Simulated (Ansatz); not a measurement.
# Surface energy of Ta(111) slab (14 atoms)

What is the surface energy of this cell, counted against the bulk crystal, and how far does it hang on functional and mesh?

Calculated with Ansatz 0.2.0: Kohn-Sham DFT, PBE, PAW (set soft_2), plane waves; cutoff 420 eV, fermi-dirac smearing of 0.1 eV. Cutoffs: 420 eV for PBE and PBEsol; 500 eV for r2SCAN.

**The cells**

The cell holds 14 atoms: 14 Ta. Cell: a = 4.695 Å, b = 4.695 Å, c = 27.459 Å, α = 90.0°, β = 90.0°, γ = 60.0°. It derives from Ta. The starting structure: Slab of Ta cut on (1 1 1), 12.5 Å thick, 1 x 1 surface cells, both faces free, 15 Å of vacuum; not relaxed. Lattice constants are starting values near those of PBE. Vacuum lies along c.

The bulk reference is Ta2 in a cell of 2 atoms, 18.297 Å³ an atom.

The input of the single point on the relaxed cell:

```yaml
crystal:
  lattice:
    - [4.69519, 0.0, 0.0]
    - [2.34759, 4.06615, 0.0]
    - [0.0, 0.0, 27.45922]
  atoms:
    - { symbol: Ta, position: [0.0, 0.0, 0.28413] }
    - { symbol: Ta, position: [0.33333, 0.33333, 0.31125] }
    - { symbol: Ta, position: [0.66667, 0.66667, 0.33948] }
    - { symbol: Ta, position: [0.0, 0.0, 0.37998] }
    [... 8 atom lines left out ...]
    - { symbol: Ta, position: [0.0, 0.0, 0.68875] }
    - { symbol: Ta, position: [0.33333, 0.33333, 0.71587] }
kpoints:
  mp_grid: { grid: [9, 9, 1] }
hamiltonian:
  xc: pbe
scf:
  occupations: { method: fermi_dirac, width: 0.1 }
output:
  forces: true
  populations: true
  dos:
    method: { smearing: { sigma: 0.08 } }
    de: 0.1
    projected: { site_lists: { Ta: [Ta] } }
  eigenvalues: true
  write_density: true
  write_potential: true
  volumetric_format: npy
```

```
        cell  formula                    k-mesh  relaxation steps  gain on relaxing (eV)  free energy, PBE (eV)  time of its runs on this page
Ta(111) slab     Ta14  9×9×1 (relaxed on 6×6×1)                 5                   0.81            -139045.266                           73 s
     bulk Ta      Ta2                  17×17×17                 -                      -             -19864.546                          4.3 s
```

Times come from shared hosts and are rough.

**Surface energy**

The excess is the cell's free energy less 7 times that of the bulk cell. It is divided by twice the area, as the cell holds two faces, so the value is their mean, and they need not be alike (19.09 Å²), with 1 eV/Å² = 16.022 J/m².

```
           level   k-mesh  excess (eV)  surface energy (J/m²)  per area (meV/Å²)
             PBE    9×9×1        6.553                  2.750              171.6
PBE, denser mesh  11×11×1        6.551                  2.749              171.6
          r2SCAN    9×9×1        7.111                  2.984              186.2
          PBEsol    9×9×1        7.098                  2.978              185.9
```

Worked for the first row at PBE: (-139045.266) − 7 × (-19864.546) = 6.553 eV (from unrounded energies).

Then 6.553 / (2 × 19.09) × 16.022 = 2.750 J/m².

**Findings**

At PBE the surface energy is 2.75 J/m². At the same geometries the levels give 2.75 (PBE) to 2.98 J/m² (r2SCAN) and the denser mesh leaves it within 0.01 J/m². Relaxing the atoms lowered it by 0.341 J/m² from the start (on the 6×6×1 mesh of the relaxation), and the farthest atom moved 0.30 Å.

Limits: The cell edges were held, so the lattice is the typed one for every functional. Cell and bulk are sampled on unlike meshes, and the error grows with the number of atoms subtracted. These are free energies under a smearing of 0.1 eV, whose entropy term isn't removed. Spin–orbit coupling is left out, which matters for the levels of the heavy elements. In some runs the program notes that positions were snapped to a detected symmetry and the exchange-correlation potential is rough where the density is thin.

[Logs are printed without paths, hosts, clocks, repeated set-up lines and the standing remarks that a program may print on its own settings, such as how far it seeks lower states.]

[Hosts, paths, dates, database ids (printed as entryN), source tags and the programs' standing remarks are cut or masked in the printed files.]
